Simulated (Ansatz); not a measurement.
# Ta2PbN: relaxing a made-up structure, part 2 of 2

This structure for Ta2PbN is made up. Its elements were placed in a known structure type with a cell scaled to their sizes. What cell does the guess relax to, and how far off was it?

Ansatz 0.2.0; DFT, r2SCAN, plane-wave PAW, files of the set soft_1, scalar-relativistic, no spin, cell and ions relaxed at zero pressure; PAW set soft_1 (the session's first sound run).

So far: Starting point; Relaxation of the guess. The relaxed cell has a = 3.382, c = 13.222 Å (conventional setting).

## Step 3: Electronic structure of the relaxed cell

A second self-consistent run takes a narrower smearing and the mesh shown in its input; the bands follow along the standard path of the relaxed lattice.

This step: DFT, r2SCAN, plane-wave PAW, files of the set soft_1, scalar-relativistic, no spin, bands and density of states at the relaxed cell; PAW set soft_1 (Ansatz 0.2.0).

input.yaml

```yaml
crystal:
  lattice:
    - [3.3819587062, 0.0, 0.0]
    - [-1.6909793531, 2.9288621541, 0.0]
    - [0.0, 0.0, 13.2223358799]
  atoms:
    - { symbol: Pb, position: [0.3333333333, 0.6666666667, 0.75] }
    - { symbol: Pb, position: [0.6666666667, 0.3333333333, 0.25] }
    - { symbol: Ta, position: [0.6666666667, 0.3333333333, 0.574189943] }
    - { symbol: Ta, position: [0.3333333333, 0.6666666667, 0.425810057] }
    - { symbol: Ta, position: [0.3333333333, 0.6666666667, 0.074189943] }
    - { symbol: Ta, position: [0.6666666667, 0.3333333333, 0.925810057] }
    - { symbol: "N", position: [0.0, 0.0, 0.5] }
    - { symbol: "N", position: [0.0, 0.0, 0.0] }
kpoints:
  mp_grid: { grid: [10, 10, 4] }
  band_path:
    path:
      - [[0.0, 0.0, 0.0], [0.5, 0.0, 0.0], [0.33333333, 0.33333333, 0.0], [0.0, 0.0, 0.0], [0.0, 0.0, 0.5], [0.5, 0.0, 0.5], [0.33333333, 0.33333333, 0.5], [0.0, 0.0, 0.5]]
      - [[0.5, 0.0, 0.5], [0.5, 0.0, 0.0]]
      - [[0.33333333, 0.33333333, 0.0], [0.33333333, 0.33333333, 0.5]]
    npoints: 8
scf:
  occupations: { method: fermi_dirac, width: 0.03 }
  n_extra_bands: 12
hamiltonian:
  xc: r2scan
  pseudopotentials: { kind: paw, azcp: { folder: soft_1 } }
output:
  forces: true
  stress: true
  write_bands: true
  dos: { projected: true }
  write_density: true
  write_potential: true
  elf: true
  volumetric_format: npy
```

Launch:

```sh
ansatz run input.yaml --threads 4 --pin off --max-ram 10240MiB --backend cpu --events-out ev --progress --plain --runs-dir out
```

Numbers of over 12 decimals in the logs are rounded to 6 here.

The program printed:

```text
[...]
Crystal: 8 atoms, lattice volume = 130.971 Å³
Basis set: ecut = 500 eV, 3301 PW (Γ), exchange–correlation on 100×100×400 points (64 copies of the dense FFT grid, shifted against one another)
Bands: 57, of which v1, the nominal top of the filled ones, is band 45 counted from 1 (44 counted from 0)
Symmetry: 24 space group operations
[...]
k-points: 42 of 400
[...]
SCF iter   1: F=—  HF=-64401.251778 eV  |F-HF|=—  |Δ(HF+E_count)|=         —  Δρ=5.87e-2  dr2=2.19e1  dr2_τ=6.16e-1  ethr=3.10e-3  ⟨swp⟩=6.3  Hψ=9708  notcnv=0  defer=7
[...]
SCF iter  10: F=-64398.133696 eV  HF=-64398.133696 eV  |F-HF|=6.26e-10  |Δ(HF+E_count)|=   8.52e-8  Δρ=3.48e-6  dr2=2.32e-8  dr2_τ=6.62e-10  ethr=1.11e-10  ⟨swp⟩=19.6  Hψ=19588  notcnv=0
SCF 1 converged in 10 iterations: F = -64398.133696 eV  dr2 = 2.32e-8
[...]
NSCF: frozen V_eff on 75 k-points
SCF converged after 10 iterations
Free energy (F): -64398.133696 eV
[...]
Internal energy: -64398.109851 eV  (E = F + TS)
E sigma→0 (E₀):  -64398.121774 eV
Entropy (-TS):   -0.023845 eV (-2.981 meV/atom)
Fermi energy:    17.836509 eV
[...]
--- Forces (eV/Å), atoms counted from 1 ---
  atom   1  Pb     0.00000000     0.00000000     0.00000000
  atom   2  Pb    -0.00000000    -0.00000000     0.00000000
  atom   3  Ta     0.00000000    -0.00000000    -0.00671571
  atom   4  Ta     0.00000000     0.00000000     0.00671571
  atom   5  Ta     0.00000000     0.00000000    -0.00671571
  atom   6  Ta     0.00000000    -0.00000000     0.00671571
  atom   7  N     -0.00000000     0.00000000     0.00000000
  atom   8  N      0.00000000     0.00000000    -0.00000000
  max |Σ_I F_I| component: 2.31e-17 eV/Å
--- Stress (GPa, compression-positive) ---
       -0.025563       0.000000       0.000000
        0.000000      -0.025563       0.000000
        0.000000       0.000000      -0.030226
  P = ⅓ Tr σ = -0.0271 GPa (-0.271 kbar)
--- Band table (eV; the first three rows and the last of 42) ---
  k-point 0: bands = [... 41 lower, 15.7620, 17.4256, 18.6173, 18.6222, 18.6685, 18.6685, 18.9037, 18.9429, ... 8 higher]
  k-point 1: bands = [... 41 lower, 15.7601, 17.8232, 18.6159, 18.6230, 18.7287, 18.7287, 18.9071, 18.9368, ... 8 higher]
  k-point 2: bands = [... 41 lower, 15.7553, 18.5445, 18.5445, 18.7034, 18.7034, 18.8878, 18.8878, 18.8878, ... 8 higher]
  k-point 41: bands = [... 41 lower, 14.7249, 15.9045, 15.9045, 16.6594, 16.6594, 17.8622, 17.8622, 19.7644, ... 8 higher]
```

Run time: 23 s. Hardware: 4 threads of Arm Neoverse V1, shared host; peak memory 0.99 GiB.

The column dr2 measures how far the density is from self-consistency, as an energy; F and HF (Harris–Foulkes) agree once it is small.

Numbers from this step:

- free energy: -64398.1337 eV
- energy at zero smearing: -64398.1218 eV
- smearing term TS: 0.02385 eV
- Fermi energy: 17.84 eV
- pressure: -0.02712 GPa

bands.tsv at the labelled points (eV, zero at the Fermi level; the bands that come nearest the Fermi level along the path):

```tsv
point	band 41	band 42	band 43	band 44	band 45	band 46	band 47	band 48
Γ	-2.07	-2.07	-0.41	0.78	0.79	0.83	0.83	1.07
M	-3.37	-3.35	-0.26	0.15	0.25	0.35	0.72	0.78
K	-3.64	-3.20	-2.42	-1.46	-1.46	-0.58	-0.58	0.50
Γ	-2.07	-2.07	-0.41	0.78	0.79	0.83	0.83	1.07
A	-2.08	-2.08	0.71	0.71	0.87	0.87	1.05	1.05
L	-3.36	-3.36	-0.13	-0.13	0.11	0.11	1.06	1.06
H	-3.20	-3.20	-1.92	-1.92	-1.23	-1.23	-0.18	-0.18
A	-2.08	-2.08	0.71	0.71	0.87	0.87	1.05	1.05
L	-3.36	-3.36	-0.13	-0.13	0.11	0.11	1.06	1.06
M	-3.37	-3.35	-0.26	0.15	0.25	0.35	0.72	0.78
K	-3.64	-3.20	-2.42	-1.46	-1.46	-0.58	-0.58	0.50
H	-3.20	-3.20	-1.92	-1.92	-1.23	-1.23	-0.18	-0.18
```

Counts of states for the cell as run, both spins, by energy window (eV from the Fermi level):

```csv
from,to,total
-8,-7,5.52
-7,-6,3.76
-6,-5,0.05
-5,-4,2.38
-4,-3,6.55
-3,-2,2.22
-2,-1,3.64
-1,0,3.29
0,1,4.94
1,2,4.79
2,3,6.60
```

A further 62.7 states lie below the table's range.

ELF in the ac plane at fractional y = 0.333, with atoms of Pb and Ta within 0.2 Å of it. It is the smooth field of the valence electrons, not physical close to the nuclei.

Values, 24 rows by 14 columns, each cell a mean:
```
0.29 0.40 0.46 0.44 0.33 0.22 0.30 0.51 0.64 0.65 0.65 0.59 0.41 0.24
0.14 0.20 0.26 0.24 0.15 0.22 0.55 0.72 0.52 0.20 0.33 0.65 0.68 0.38
0.14 0.20 0.25 0.23 0.17 0.19 0.42 0.64 0.68 0.60 0.64 0.68 0.55 0.28
0.33 0.38 0.40 0.40 0.36 0.29 0.24 0.24 0.27 0.29 0.28 0.26 0.23 0.26
0.37 0.37 0.37 0.37 0.37 0.37 0.35 0.31 0.26 0.23 0.24 0.28 0.34 0.37
0.33 0.37 0.38 0.38 0.35 0.32 0.30 0.29 0.28 0.27 0.27 0.29 0.30 0.30
0.34 0.36 0.37 0.37 0.35 0.33 0.32 0.31 0.29 0.27 0.28 0.30 0.32 0.32
0.39 0.39 0.39 0.39 0.39 0.38 0.33 0.27 0.22 0.19 0.20 0.24 0.30 0.36
0.25 0.32 0.36 0.35 0.29 0.23 0.24 0.35 0.44 0.48 0.47 0.40 0.29 0.22
0.12 0.16 0.21 0.19 0.13 0.21 0.52 0.72 0.63 0.42 0.51 0.70 0.66 0.35
0.17 0.27 0.34 0.31 0.20 0.21 0.49 0.70 0.60 0.38 0.47 0.68 0.63 0.33
0.34 0.43 0.46 0.45 0.37 0.26 0.25 0.35 0.46 0.51 0.49 0.41 0.29 0.25
0.27 0.26 0.26 0.26 0.25 0.26 0.28 0.30 0.31 0.31 0.31 0.30 0.30 0.28
0.14 0.19 0.24 0.23 0.18 0.14 0.18 0.28 0.39 0.45 0.43 0.34 0.23 0.15
0.14 0.20 0.25 0.24 0.18 0.15 0.21 0.31 0.40 0.45 0.43 0.37 0.26 0.16
0.32 0.27 0.25 0.26 0.29 0.36 0.42 0.44 0.44 0.44 0.44 0.45 0.44 0.39
0.37 0.33 0.30 0.31 0.35 0.38 0.39 0.37 0.32 0.28 0.30 0.35 0.38 0.38
0.32 0.27 0.24 0.25 0.30 0.36 0.37 0.23 0.07 0.02 0.04 0.14 0.31 0.38
0.33 0.29 0.26 0.27 0.31 0.36 0.37 0.28 0.14 0.08 0.10 0.21 0.34 0.38
0.39 0.34 0.30 0.32 0.36 0.40 0.41 0.40 0.38 0.37 0.37 0.39 0.40 0.41
0.24 0.22 0.23 0.23 0.23 0.27 0.35 0.42 0.46 0.47 0.47 0.45 0.40 0.31
0.13 0.21 0.28 0.26 0.18 0.13 0.17 0.27 0.38 0.43 0.42 0.33 0.21 0.13
0.16 0.19 0.21 0.20 0.18 0.17 0.22 0.31 0.39 0.43 0.42 0.36 0.27 0.19
0.33 0.35 0.35 0.34 0.32 0.30 0.27 0.26 0.26 0.26 0.26 0.25 0.27 0.30
```
Columns run along a (3.4 Å), rows up along c (13.2 Å). Atoms in or near the plane, at fractional coordinates: Pb at (0.67, 0.25), Ta at (0.67, 0.57), Ta at (0.67, 0.93).

Valence density in the ac plane at fractional y = 0.333, with atoms of Pb and Ta within 0.2 Å of it. It is the smooth field of the valence electrons, not physical close to the nuclei.

Ten even steps from '_' (0.1 e/Å³) to '@' (7.0 e/Å³), each cell a mean:
```
________________..::--====--::..__
______________..--****++++**++::__
________________..--==++++==--..__
__________________________________
__________________________________
__________________________________
__________________________________
__________________________________
__________________..........______
______________..::++**++++**==::__
______________..--++**++++**==::__
__________________..::::::....____
__________________________________
__________________________________
__________________________________
__________________________________
________________....::----::..____
______________..--++%%@@@@##==::__
______________..::==**####++--..__
____________________........______
__________________________________
__________________________________
__________________________________
__________________________________
```
Columns run along a (3.4 Å), rows up along c (13.2 Å). Atoms in or near the plane, at fractional coordinates: Pb at (0.67, 0.25), Ta at (0.67, 0.57), Ta at (0.67, 0.93).

Electrostatic potential energy in the ac plane at fractional y = 0.333, with atoms of Pb and Ta within 0.2 Å of it. With pseudopotentials it is smooth inside the atoms' cores, unlike the true potential.

Ten even steps from '_' (-38 eV) to '@' (19 eV), each cell a mean:
```
%%@@@@@@@@@@%%##++==::::::::==**%%
%%@@@@@@@@%%##++::__________..--**
%%@@@@@@@@@@%%##==::........--++##
@@@@@@@@@@@@@@@@%%%%########%%%%@@
@@@@%%%%%%@@@@@@@@@@@@@@@@@@@@@@@@
%%##******##%%@@@@@@@@@@@@@@@@@@@@
%%%%######%%%%@@@@@@@@@@@@@@@@@@@@
@@@@@@@@@@@@@@@@@@@@@@@@@@@@@@@@@@
@@@@@@@@@@@@@@%%##**++++++++**%%%%
%%@@@@@@@@@@%%**--..________..==**
%%@@@@@@@@@@%%**--__________..==**
@@@@@@@@@@@@%%%%##**++====++**##%%
%%%%%%%%%%%%%%@@@@@@@@@@@@@@@@@@@@
%%####**####%%@@@@@@@@@@@@@@@@@@%%
%%%%%%##%%%%%%@@@@@@@@@@@@@@@@@@@@
@@@@@@@@@@@@@@@@@@@@@@%%%%@@@@@@@@
@@@@@@@@@@@@@@%%**==------==++**%%
%%@@@@@@@@@@##==::::--------::--**
%%@@@@@@@@@@%%++--::::----::::--**
@@@@@@@@@@@@@@@@%%**++++++**##%%@@
@@@@@@@@@@@@@@@@@@@@@@@@@@@@@@@@@@
%%########%%%%@@@@@@@@@@@@@@@@@@@@
%%##########%%@@@@@@@@@@@@@@@@@@%%
@@%%%%%%%%%%@@@@@@%%%%%%%%%%%%@@@@
```
Columns run along a (3.4 Å; values clipped at the 3rd and 97th percentile), rows up along c (13.2 Å). Atoms in or near the plane, at fractional coordinates: Pb at (0.67, 0.25), Ta at (0.67, 0.57), Ta at (0.67, 0.93).

## Step 4: What came out

- space group, relaxed: P6_3/mmc
- conventional cell: a = 3.382, b = 3.382, c = 13.222 Å; α = 90.0°, β = 90.0°, γ = 120.0°
- volume per atom: 16.37 Å³ (guess 17.58)

Ta2PbN relaxes to P6_3/mmc with a = 3.382, b = 3.382 and c = 13.222 Å. The guessed volume was 7 % too large. The space group P6_3/mmc was held in the relaxation, so the end point is a stationary structure within it and may be a saddle against distortions or other arrangements. Bands cross the Fermi level, so it is a metal or semimetal at this level. On the 10×10×4 mesh with the narrower smearing (relaxed on 9×9×2) the largest force component is 0.007 eV/Å and the largest stress component is 0.030 GPa, within the relaxation's thresholds of 0.015 eV/Å and 0.05 GPa. The cutoff wasn't tested. Spin-orbit coupling is left out, which can matter for elements this heavy. No dispersion term is used, so weakly bound directions may come out too long. The runs have no spin, and magnetism wasn't tested. Nothing here tests whether the compound is stable against decomposition.

[Logs are printed without paths, hosts, clocks, repeated set-up lines and the standing remarks that a program may print on its own settings, such as how far it seeks lower states.]

[Hosts, paths, dates, database ids (printed as entryN), source tags and the programs' standing remarks are cut or masked in the printed files.]
